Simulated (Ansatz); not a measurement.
**WS2 (Tungstenite): given cell or relaxed cell?**

Wanted: the change of the gap of WS2 (Tungstenite) on relaxing cell and ions.

Method: PBE, HSE06 and G0W0, plane waves, PAW, in Ansatz 0.2.0.

## (1) Set-up

Symmetry: P6_3/mmc, No. 194, hexagonal system. Conventional cell: a = 3.153 Å, b = 3.153 Å, c = 12.323 Å, α = 90.00°, β = 90.00°, γ = 120.00°. Nearest to W lie 6 S at 2.40 Å. S has 3 W at 2.40 Å nearest. Farther neighbours, and contacts between anions beyond the nearest, are not listed.

As a file:

```cif
data_structure
_symmetry_space_group_name_H-M 'P6_3/mmc'
_symmetry_Int_Tables_number 194
_cell_length_a 3.1532
_cell_length_b 3.1532
_cell_length_c 12.3230
_cell_angle_alpha 90.000
_cell_angle_beta 90.000
_cell_angle_gamma 120.000
_cell_volume 106.11
loop_
_atom_site_label
_atom_site_type_symbol
_atom_site_symmetry_multiplicity
_atom_site_Wyckoff_symbol
_atom_site_fract_x
_atom_site_fract_y
_atom_site_fract_z
_atom_site_occupancy
W1 W 2 c 0.33333 0.66667 0.25000 1
S1 S 4 f 0.33333 0.66667 0.62250 1
```

The cell and positions come from the Crystallography Open Database and are kept as given unless a step says otherwise. The default PAW set here is soft_2. Its files were made with PBE.

## (2) PBE bands at the given cell

Levels along a band path, at the cheap level, show where the edges lie and whether the meshes to come will hold them.

This step: DFT, PBE, plane waves, PAW.

input.yaml

```yaml
crystal:
  lattice:
    - [3.1532, 0.0, 0.0]
    - [-1.5766, 2.7307513032, 0.0]
    - [0.0, 0.0, 12.323]
  atoms:
    - { symbol: W, position: [0.3333333333, 0.6666666667, 0.25] }
    - { symbol: W, position: [0.6666666667, 0.3333333333, 0.75] }
    - { symbol: S, position: [0.3333333333, 0.6666666667, 0.6225] }
    - { symbol: S, position: [0.6666666667, 0.3333333333, 0.1225] }
    - { symbol: S, position: [0.3333333333, 0.6666666667, 0.8775] }
    - { symbol: S, position: [0.6666666667, 0.3333333333, 0.3775] }
kpoints:
  mp_grid: { grid: [12, 12, 2] }
  band_path:
    path:
      - [[0.0, 0.0, 0.0], [0.5, 0.0, 0.0], [0.33333333, 0.33333333, 0.0], [0.0, 0.0, 0.0], [0.0, 0.0, 0.5], [0.5, 0.0, 0.5], [0.33333333, 0.33333333, 0.5], [0.0, 0.0, 0.5]]
      - [[0.5, 0.0, 0.5], [0.5, 0.0, 0.0]]
      - [[0.33333333, 0.33333333, 0.5], [0.33333333, 0.33333333, 0.0]]
    npoints: 10
hamiltonian:
  xc: pbe
scf:
  occupations: { method: fermi_dirac, width: 0.02 }
  n_extra_bands: 6
output:
  eigenvalues: true
  forces: true
  stress: true
  write_density: true
  write_potential: true
  elf: true
  volumetric_format: npy
```

Started as:

```sh
$ ansatz run input.yaml --threads 2 --pin off --max-ram 92160MiB --backend cuda --events-out ev --progress --plain --runs-dir out --devices 1 --max-vram 13GiB
```

The log of the run:

```text
scf.n_extra_bands = 6 over 26 filled bands (N_el = 52.0): the run solves 32 bands
GPUs: using 1 of 1 available (devices: 1).
Engine: ansatz 0.2.0, x86_64-unknown-linux-gnu
Pseudopotentials: kind: paw
Pseudopotential: W, paw, valence charge 14, recommended cutoff 420 eV (normal), W.paw.azcp
Pseudopotential: S, paw, valence charge 6, recommended cutoff 420 eV (normal), S.paw.azcp
Functional definition: PBE
  parameter kappa = 0.804
  parameter beta = 0.066725
  exchange = pbe_x(kappa = kappa, mu = beta*pi^2/3)
  correlation = pbe_c(beta = beta)
device memory: the entry about to start is reckoned to put 2.7 GiB on a device that reports 75.7 GiB free (of which the cap on the GPU budget leaves the run 13.0 GiB)
GPU FFT provider: cuFFT
GPU libraries: cuBLAS 13.8.2, cuFFT 12.4.0, cuSOLVER 12.3.4
Crystal: 6 atoms, lattice volume = 106.108 Å³
Basis set: ecut = 420 eV, 2057 PW (Γ), exchange–correlation on 48×48×180 points (8 copies of the dense FFT grid, shifted against one another)
Bands: 32, of which v1, the nominal top of the filled ones, is band 26 counted from 1 (25 counted from 0)
Symmetry: 24 space group operations
Space group: P63/mmc (ITA 194), of the structure as read, at distance tolerance 4.7e-5 Å
k-points: 38 of 288
Non-local potential: W, projectors of the file, l = 0: 3, l = 1: 2, l = 2: 2, l = 3: 1
Non-local potential: S, projectors of the file, l = 0: 2, l = 1: 2, l = 2: 2
PAW form: soft (Blöchl's): semilocal exchange-correlation on the pseudo side does not see the compensation charge
PAW one-centre angular grid: W, 590 points (default); XC on 64 Gauss nodes
PAW one-centre angular grid: S, 110 points (default); XC on 64 Gauss nodes
Initial density: superposition of atomic densities (neutral atoms: chi_scale 0, normalization atom), corrected by the library's trained network
Initial wavefunctions: pseudopotential atomic-orbital guess
GPU buffer pool allocated for 51840 grid points (all kernels)
GPU transforms: local potential and band sums: pruned to the plane-wave sphere, on 24×24×90
Functional: x = pbe(κ = 0.804, μ = 0.219515), c = pbe(β = 0.066725)
SCF iter   1: F=—  HF=-24382.733772 eV  |F-HF|=—  |Δ(HF+E_count)|=         —  Δρ=5.20e-3  dr2=1.33e-2  ethr=1.77e-3  ⟨swp⟩=6.9  Hψ=5865  notcnv=0
preconditioner: auto → Resta (q_TF=auto, 2.423 Å⁻¹)  ε∞=7.5  [insulator: Δε(μ)=0.973 eV  Ē_g=8.457 eV  σ=0.020 eV  W_gap=1.00  n_scr=26 (ndim 8)  ℏωp=21.6 eV  f_vac=0.016  D(μ)=0.00/eV (n_scr^D=0)  ε∞_Penn≈7.5]
SCF iter   2: F=—  HF=-24382.738634 eV  |F-HF|=—  |Δ(HF+E_count)|=   4.86e-3  Δρ=2.82e-3  dr2=2.31e-3  ethr=2.56e-5  ⟨swp⟩=2.3  Hψ=2152  notcnv=0  defer=19
SCF iter   3: F=—  HF=-24382.742715 eV  |F-HF|=—  |Δ(HF+E_count)|=   4.08e-3  Δρ=1.03e-3  dr2=3.99e-4  ethr=4.45e-6  ⟨swp⟩=2.0  Hψ=1913  notcnv=0  defer=19
SCF iter   4: F=—  HF=-24382.743347 eV  |F-HF|=—  |Δ(HF+E_count)|=   6.32e-4  Δρ=7.75e-5  dr2=1.01e-5  ethr=7.68e-7  ⟨swp⟩=2.0  Hψ=1873  notcnv=0  defer=19
SCF iter   5: F=—  HF=-24382.743549 eV  |F-HF|=—  |Δ(HF+E_count)|=   2.01e-4  Δρ=2.17e-5  dr2=5.84e-7  ethr=1.95e-8  ⟨swp⟩=2.0  Hψ=1763  notcnv=0  defer=19
SCF iter   6: F=-24382.743549 eV  HF=-24382.743549 eV  |F-HF|=4.26e-8  |Δ(HF+E_count)|=   2.45e-7  Δρ=6.64e-6  dr2=6.03e-8  ethr=1.92e-10  ⟨swp⟩=11.8  Hψ=9459  notcnv=0
SCF 1 converged in 6 iterations: F = -24382.743549 eV  dr2 = 6.03e-8
[...]
device memory: the entry about to start is reckoned to put 1.3 GiB on a device that reports 71.3 GiB free (of which the cap on the GPU budget leaves the run 13.0 GiB)
NSCF: frozen V_eff on 93 k-points
SCF converged after 6 iterations
Free energy (F): -24382.743549 eV
Harris-Foulkes:  -24382.743549 eV  (|F-HF|=4.26e-8)
Internal energy: -24382.743549 eV  (E = F + TS)
E sigma→0 (E₀):  -24382.743549 eV
Fermi energy:    12.243056 eV
--- Per-component energies (eV) ---
  E_band       = -370.206588
  E_kinetic    = 1334.906265
  E_local      = -3493.843113  (includes V_loc(G=0)·N_el)
  E_nonlocal   = 114.810623
  E_hartree    = 1387.807979
  E_xc         = -925.295092
  E_vxc        = -831.406469  (∫ρ·V_xc dr)
  E_paw        = -19526.365144  (= ΣΔE_a)
  E_vpaw       = -270.293418  (= ΣTr[D̂ρ^β])
  E_aug_tail   = -0.000124  (compensation charges beyond the density's cutoff)
  E_ewald      = -3274.764942
  E_smearing   = -0.000000  (= −TS)
  E_closure    = -0.000000  (closes the sum)
  Σ components = -24382.743549   (vs F -24382.743549, Δ=0.00e0)
--- Forces (eV/Å), atoms counted from 1 ---
  atom   1  W     -0.00000000    -0.00000000    -0.00000000
  atom   2  W      0.00000000     0.00000000     0.00000000
  atom   3  S      0.00000000    -0.00000000    -0.11202480
  atom   4  S      0.00000000     0.00000000    -0.11202480
  atom   5  S      0.00000000    -0.00000000     0.11202480
  atom   6  S      0.00000000     0.00000000     0.11202480
  max |Σ_I F_I| component: 2.78e-17 eV/Å
--- Stress (GPa, compression-positive) ---
        4.377845       0.000000      -0.000000
        0.000000       4.377845       0.000000
       -0.000000       0.000000       4.349057
  P = ⅓ Tr σ = 4.3682 GPa (43.682 kbar)
--- Band table (eV; the first three rows and the last of 38) ---
  k-point 0: bands = [... 22 lower, 9.5826, 10.2601, 10.5466, 11.7729, 14.0830, 14.0830, 14.0935, 14.0935, ... 2 higher]
  k-point 1: bands = [... 22 lower, 9.5558, 9.5558, 11.4548, 11.4548, 14.0756, 14.0756, 14.0756, 14.0756, ... 2 higher]
  k-point 2: bands = [... 22 lower, 9.5850, 10.4290, 10.5611, 11.5473, 13.9545, 13.9825, 14.0176, 14.0424, ... 2 higher]
  k-point 37: bands = [... 22 lower, 8.6639, 8.6639, 11.1187, 11.1187, 13.0733, 13.0733, 14.3555, 14.3555, ... 2 higher]
```

The job ended after 6.5 s (1 × NVIDIA H100 80GB HBM3 (shared by 6 runs) with 2 threads of AMD EPYC 7R13 (Zen 3), shared host; peak memory 0.98 GiB).

Numbers from this step:

```yaml
pressure: 4.368 GPa
filled_bands: 26
gap: 0.9762 eV
valence_top_at: Γ
conduction_bottom_at: k = (0.167, 0.167, 0.000)
least_direct_gap: 1.839 eV
```

The gap is indirect, with the least direct gap 0.86 eV higher. The pressure of 4 GPa says that this functional would expand the cell; it is kept.

## (3) Relaxing cell and ions

Gaps follow bond lengths, so the structure is brought to rest first.

This step: DFT, PBE-D3(BJ), plane waves, PAW.

input.yaml

```yaml
crystal:
  lattice:
    - [3.1532, 0.0, 0.0]
    - [-1.5766, 2.7307513032, 0.0]
    - [0.0, 0.0, 12.323]
  atoms:
    - { symbol: W, position: [0.3333333333, 0.6666666667, 0.25] }
    - { symbol: W, position: [0.6666666667, 0.3333333333, 0.75] }
    - { symbol: S, position: [0.3333333333, 0.6666666667, 0.6225] }
    - { symbol: S, position: [0.6666666667, 0.3333333333, 0.1225] }
    - { symbol: S, position: [0.3333333333, 0.6666666667, 0.8775] }
    - { symbol: S, position: [0.6666666667, 0.3333333333, 0.3775] }
kpoints:
  mp_grid: { grid: [9, 9, 2] }
hamiltonian:
  xc: pbe
  dispersion: d3bj
scf:
  occupations: { method: fermi_dirac, width: 0.02 }
relax:
  f_tol: 0.01
  max_steps: 60
  cell: {}
output:
  write_density: true
  write_potential: true
  elf: true
  volumetric_format: npy
```

The log of the run:

```text
GPUs: using 1 of 1 available (devices: 1).
[...]
GPU FFT provider: cuFFT
GPU libraries: cuBLAS 13.8.2, cuFFT 12.4.0, cuSOLVER 12.3.4
Crystal: 6 atoms, lattice volume = 106.108 Å³
Basis set: ecut = 420 eV, 2057 PW (Γ), exchange–correlation on 48×48×180 points (8 copies of the dense FFT grid, shifted against one another)
Bands: 32, of which v1, the nominal top of the filled ones, is band 26 counted from 1 (25 counted from 0)
Symmetry: 24 space group operations
[...]
k-points: 24 of 162
[...]
GPU buffer pool allocated for 51840 grid points (all kernels)
[...]
SCF iter   1: F=—  HF=-24385.304213 eV  |F-HF|=—  |Δ(HF+E_count)|=         —  Δρ=5.20e-3  dr2=1.33e-2  ethr=1.77e-3  ⟨swp⟩=6.8  Hψ=3718  notcnv=0
[...]
SCF iter   6: F=-24385.313926 eV  HF=-24385.313926 eV  |F-HF|=4.11e-8  |Δ(HF+E_count)|=   2.37e-7  Δρ=6.38e-6  dr2=5.74e-8  ethr=1.92e-10  ⟨swp⟩=9.0  Hψ=5240  notcnv=0
SCF 1 converged in 6 iterations: F = -24385.313926 eV  dr2 = 5.74e-8
[...]
relax step   1: F+E_penalty+E_count = -24385.31392591 eV  Δ(F+E_penalty+E_count) = +0.000e0 eV  max|allowed force component| = 1.210e-1 eV/Å  Δτ_max = 0.0000 Å  P = +0.308 GPa  Ω = 106.108 Å³  (6 SCF iters, dr2 threshold 1.00e-7 eV, accepted)
[...]
relax step   2: F+E_penalty+E_count = -24385.31382449 eV  Δ(F+E_penalty+E_count) = +1.014e-4 eV  max|allowed force component| = 1.395e-1 eV/Å  Δτ_max = 0.0531 Å  P = +0.171 GPa  Ω = 102.917 Å³  energy of the carried Pulay correction = +5.872e-4 eV  (6 SCF iters, dr2 threshold 6.00e-7 eV, rejected (line search))
[...]
relax step   4: F+E_penalty+E_count = -24385.31992259 eV  Δ(F+E_penalty+E_count) = -2.190e-4 eV  max|allowed force component| = 6.459e-3 eV/Å  Δτ_max = 0.0041 Å  P = -0.005 GPa  Ω = 104.573 Å³  energy of the carried Pulay correction = +2.803e-4 eV  (5 SCF iters, dr2 threshold 8.10e-8 eV, accepted)
[...]
relax step   6: F+E_penalty+E_count = -24385.31966862 eV  Δ(F+E_penalty+E_count) = +2.562e-4 eV  max|allowed force component| = 1.495e-3 eV/Å  Δτ_max = 0.0000 Å  P = +0.006 GPa  Ω = 104.599 Å³  stress off target by 1.45e-2 GPa  SCF on the basis re-selected at this cell (its energy is not comparable with the rows above)  (6 SCF iters)
basis re-selected at this cell: Δ(F+E_penalty+E_count) = +2.562e-4 eV, ΔP = -0.001 GPa vs the last step (what re-selecting the basis moved, of the pressure what is left beyond the Pulay correction that the steps carried, after the strain that the cell walked since its last selection, with what the two solves' SCF thresholds leave and, on support functions, any second-order correction that the steps lacked; it is no m [...]
SCF converged after 6 iterations
Free energy (F): -24385.319669 eV
[...]
Internal energy: -24385.319669 eV  (E = F + TS)
E sigma→0 (E₀):  -24385.319669 eV
Fermi energy:    12.545852 eV
[...]
--- Forces (eV/Å), atoms counted from 1 ---
  atom   1  W      0.00000000    -0.00000000     0.00000000
  atom   2  W      0.00000000     0.00000000    -0.00000000
  atom   3  S     -0.00000000     0.00000000    -0.00149452
  atom   4  S     -0.00000000    -0.00000000    -0.00149452
  atom   5  S     -0.00000000    -0.00000000     0.00149452
  atom   6  S     -0.00000000    -0.00000000     0.00149452
  max |Σ_I F_I| component: 5.78e-18 eV/Å
--- Stress (GPa, compression-positive) ---
        0.002231      -0.000000      -0.000000
        0.000000       0.002231      -0.000000
       -0.000000      -0.000000       0.014480
  P = ⅓ Tr σ = 0.0063 GPa (0.063 kbar)
--- Band table (eV; the first three rows and the last of 24) ---
  k-point 0: bands = [... 22 lower, 9.8488, 10.6512, 10.7735, 12.0714, 14.3198, 14.3198, 14.3328, 14.3328, ... 2 higher]
  k-point 1: bands = [... 22 lower, 9.8146, 9.8146, 11.7624, 11.7624, 14.3064, 14.3064, 14.3064, 14.3064, ... 2 higher]
  k-point 2: bands = [... 22 lower, 9.8202, 10.7727, 10.7941, 11.6397, 13.9929, 14.1449, 14.1811, 14.2946, ... 2 higher]
  k-point 23: bands = [... 22 lower, 8.8985, 8.8985, 11.3616, 11.3616, 13.3289, 13.3289, 14.5705, 14.5705, ... 2 higher]
--- Relaxed structure (5 steps of the walk, 4 accepted, 1 SCFs on fresh bases) ---
  F+E_penalty+E_count = -24385.31966862 eV   max|allowed force component| = 1.495e-3 eV/Å   (the final SCF, on the basis selected at the relaxed cell)
  cell:  # Å, volume = 104.5987 Å³
    - [3.154100, 0, 8.463487e-19]
    - [-1.577050, 2.731530, -4.231744e-19]
    - [3.307610e-18, 0, 12.140730]
  atoms:
    - { symbol: W, position: [0.333333, 0.666667, 0.250000] }
    - { symbol: W, position: [0.666667, 0.333333, 0.75] }
    - { symbol: S, position: [0.333333, 0.666667, 0.620300] }
    - { symbol: S, position: [0.666667, 0.333333, 0.120300] }
    - { symbol: S, position: [0.333333, 0.666667, 0.879700] }
    - { symbol: S, position: [0.666667, 0.333333, 0.379700] }
```

Run time: 3.7 s. Hardware: 1 × NVIDIA H100 80GB HBM3 (shared by 6 runs) with 2 threads; peak memory 1 GiB.

Relaxation path:

```csv
step,energy less that of the first step (eV),largest force component (eV/Å),pressure (GPa),volume (Å³)
1,0.0000,0.1210,0.31,106.11
2,0.0001,0.1395,0.17,102.92
3,-0.0058,0.0004,-0.17,104.93
4,-0.0060,0.0065,-0.01,104.57
5,-0.0060,0.0014,0.01,104.60
6*,-0.0057,0.0015,0.01,104.60
```

Relaxation steps marked * repeat the geometry before them on a plane-wave basis chosen anew for their cell, so energy and pressure can jump there. Relaxation step 2 was tried and not accepted.

Forces are held to the 24 operations that the program found; a distortion that breaks them can't arise in this run.

```csv
"conventional cell, symmetrised",before,after,change
a (Å),3.153,3.154,+0.0 %
b (Å),3.153,3.154,+0.0 %
c (Å),12.323,12.141,-1.5 %
volume (Å³/atom),17.68,17.43,-1.4 %
```

The atoms that moved most (Å, as changes of fractional coordinates times the final cell):

```csv
atom,dx,dy,dz,length
S3,0.000,0.000,-0.027,0.027
S4,0.000,0.000,-0.027,0.027
S6,0.000,0.000,0.027,0.027
S5,0.000,0.000,0.027,0.027
```

## (4) PBE at the relaxed cell

This step: DFT, PBE, plane waves, PAW.

input.yaml

```yaml
crystal:
  lattice:
    - [3.1540996059, 0.0, 0.0]
    - [-1.5770498029, 2.7315303848, 0.0]
    - [0.0, 0.0, 12.1407304529]
  atoms:
    - { symbol: W, position: [0.3333333333, 0.6666666667, 0.25] }
    - { symbol: W, position: [0.6666666667, 0.3333333333, 0.75] }
    - { symbol: S, position: [0.3333333333, 0.6666666667, 0.6203003476] }
    - { symbol: S, position: [0.6666666667, 0.3333333333, 0.1203003476] }
    - { symbol: S, position: [0.3333333333, 0.6666666667, 0.8796996524] }
    - { symbol: S, position: [0.6666666667, 0.3333333333, 0.3796996524] }
kpoints:
  mp_grid: { grid: [12, 12, 2] }
  band_path:
    path:
      - [[0.0, 0.0, 0.0], [0.5, 0.0, 0.0], [0.33333333, 0.33333333, 0.0], [0.0, 0.0, 0.0], [0.0, 0.0, 0.5], [0.5, 0.0, 0.5], [0.33333333, 0.33333333, 0.5], [0.0, 0.0, 0.5]]
      - [[0.5, 0.0, 0.5], [0.5, 0.0, 0.0]]
      - [[0.33333333, 0.33333333, 0.5], [0.33333333, 0.33333333, 0.0]]
    npoints: 10
hamiltonian:
  xc: pbe
scf:
  occupations: { method: fermi_dirac, width: 0.02 }
  n_extra_bands: 6
output:
  eigenvalues: true
  forces: true
  stress: true
  write_density: true
  write_potential: true
  elf: true
  volumetric_format: npy
```

The log of the run:

```text
[...]
GPUs: using 1 of 1 available (devices: 1).
[...]
GPU FFT provider: cuFFT
GPU libraries: cuBLAS 13.8.2, cuFFT 12.4.0, cuSOLVER 12.3.4
Crystal: 6 atoms, lattice volume = 104.599 Å³
Basis set: ecut = 420 eV, 2033 PW (Γ), exchange–correlation on 48×48×180 points (8 copies of the dense FFT grid, shifted against one another)
[...]
k-point 0: bands = [... 22 lower, 9.8489, 10.6512, 10.7735, 12.0714, 14.3198, 14.3198, 14.3328, 14.3328, ... 2 higher]
  k-point 1: bands = [... 22 lower, 9.8147, 9.8147, 11.7625, 11.7625, 14.3064, 14.3064, 14.3064, 14.3064, ... 2 higher]
  k-point 2: bands = [... 22 lower, 9.8446, 10.7763, 10.7910, 11.8233, 14.2006, 14.2212, 14.2230, 14.2877, ... 2 higher]
  k-point 37: bands = [... 22 lower, 8.8985, 8.8985, 11.3616, 11.3616, 13.3290, 13.3290, 14.5705, 14.5705, ... 2 higher]
[key lines of the parts left out:]
SCF converged after 7 iterations
Free energy (F): -24382.708537 eV
Fermi energy:    12.498302 eV
P = ⅓ Tr σ = 4.1964 GPa (41.964 kbar)
```

Wall time 2.9 s (1 × NVIDIA H100 80GB HBM3 (shared by 6 runs) with 2 threads); peak memory 0.99 GiB.

This step gave:

```yaml
pressure: 4.196 GPa
gap: 0.8896 eV
valence_top_at: Γ
conduction_bottom_at: k = (0.167, 0.167, 0.000)
least_direct_gap: 1.830 eV
```

The gap is indirect, with the least direct gap 0.94 eV higher. The pressure of 4 GPa says that this functional would expand the cell; it is kept.

## (5) HSE06 at the relaxed cell

The screened hybrid is the usual rung above semilocal functionals: a quarter of exact exchange, cut off beyond a few ångström.

This step: DFT, HSE06, plane waves, PAW.

input.yaml

```yaml
crystal:
  lattice:
    - [3.1540996059, 0.0, 0.0]
    - [-1.5770498029, 2.7315303848, 0.0]
    - [0.0, 0.0, 12.1407304529]
  atoms:
    - { symbol: W, position: [0.3333333333, 0.6666666667, 0.25] }
    - { symbol: W, position: [0.6666666667, 0.3333333333, 0.75] }
    - { symbol: S, position: [0.3333333333, 0.6666666667, 0.6203003476] }
    - { symbol: S, position: [0.6666666667, 0.3333333333, 0.1203003476] }
    - { symbol: S, position: [0.3333333333, 0.6666666667, 0.8796996524] }
    - { symbol: S, position: [0.6666666667, 0.3333333333, 0.3796996524] }
kpoints:
  mp_grid: { grid: [6, 6, 2] }
  band_path:
    path:
      - [0.0, 0.0, 0.0]
      - [0.5, 0.0, 0.0]
      - [0.33333333, 0.33333333, 0.0]
      - [0.0, 0.0, 0.5]
      - [0.5, 0.0, 0.5]
      - [0.33333333, 0.33333333, 0.5]
      - [0.1666666667, 0.1666666667, 0.0]
    npoints: 1
hamiltonian:
  xc: hse06
scf:
  occupations: { method: fixed }
  n_extra_bands: 6
output:
  eigenvalues: true
  write_density: true
  write_potential: true
  elf: true
  volumetric_format: npy
```

The log of the run:

```text
[...]
GPUs: using 1 of 1 available (devices: 1).
[...]
davidson cushion auto → on  (no smearing: the cushion is to keep the highest requested band from converging to the state above it; pin scf.eigensolver.cushion to override)
[...]
GPU FFT provider: cuFFT
GPU libraries: cuBLAS 13.8.2, cuFFT 12.4.0, cuSOLVER 12.3.4
Crystal: 6 atoms, lattice volume = 104.599 Å³
Basis set: ecut = 420 eV, 2033 PW (Γ)
[...]
Fermi energy:    11.753438 eV
[...]
--- Band table (eV; the first three rows and the last of 14) ---
  k-point 0: bands = [... 22 lower, 9.2735, 10.0363, 10.3344, 11.7534, 14.6589, 14.6589, 14.6913, 14.6913, ... 2 higher]
  k-point 1: bands = [... 22 lower, 9.2341, 9.2341, 11.3913, 11.3913, 14.6675, 14.6675, 14.6675, 14.6675, ... 2 higher]
  k-point 2: bands = [... 22 lower, 9.0369, 10.0026, 10.2829, 10.7604, 13.8529, 14.2644, 14.5522, 14.5847, ... 2 higher]
  k-point 13: bands = [... 22 lower, 8.1048, 8.1048, 11.0033, 11.0033, 13.4728, 13.4728, 14.9716, 14.9716, ... 2 higher]
[key lines of the parts left out:]
Free energy (F): -24386.805976 eV
```

Wall time 15 s (1 × NVIDIA H100 80GB HBM3 (shared by 6 runs) with 2 threads); peak memory 1.3 GiB.

Read from the output:

```
gap                  : 1.403 eV
valence top at       : Γ
conduction bottom at : k = (0.167, 0.167, 0.000)
least direct gap     : 2.325 eV
```

The gap stands +0.51 eV against PBE.

(Continued in part 2 of 2.)

[Long decimals in the printed logs are rounded to 6 places.]

[Logs are printed without paths, hosts, clocks, repeated set-up lines and the standing remarks that a program may print on its own settings, such as how far it seeks lower states.]

[Paths, hosts, dates, memory and timing lines, banners, echoed tables and standing remarks are left out of the program output; an Ansatz launch command may be rebuilt from the run's recorded settings. Measured values are a selection of at most five: reports struck by readers or far from the other reports are left out. None is set beside runs whose start may be inverted or whose files or cutoffs have a known fault.]

[Runs of the session that timed out or met a known fault of the program may be left out.]

[Cells called generated may have been cut or substituted from an entry of the Crystallography Open Database or the Materials Project.]

[Hosts, paths, dates, database ids (printed as entryN), source tags and the programs' standing remarks are cut or masked in the printed files.]

[Where the starting crystal was built by hand or by swapping elements, it need not be the compound's stable phase.]
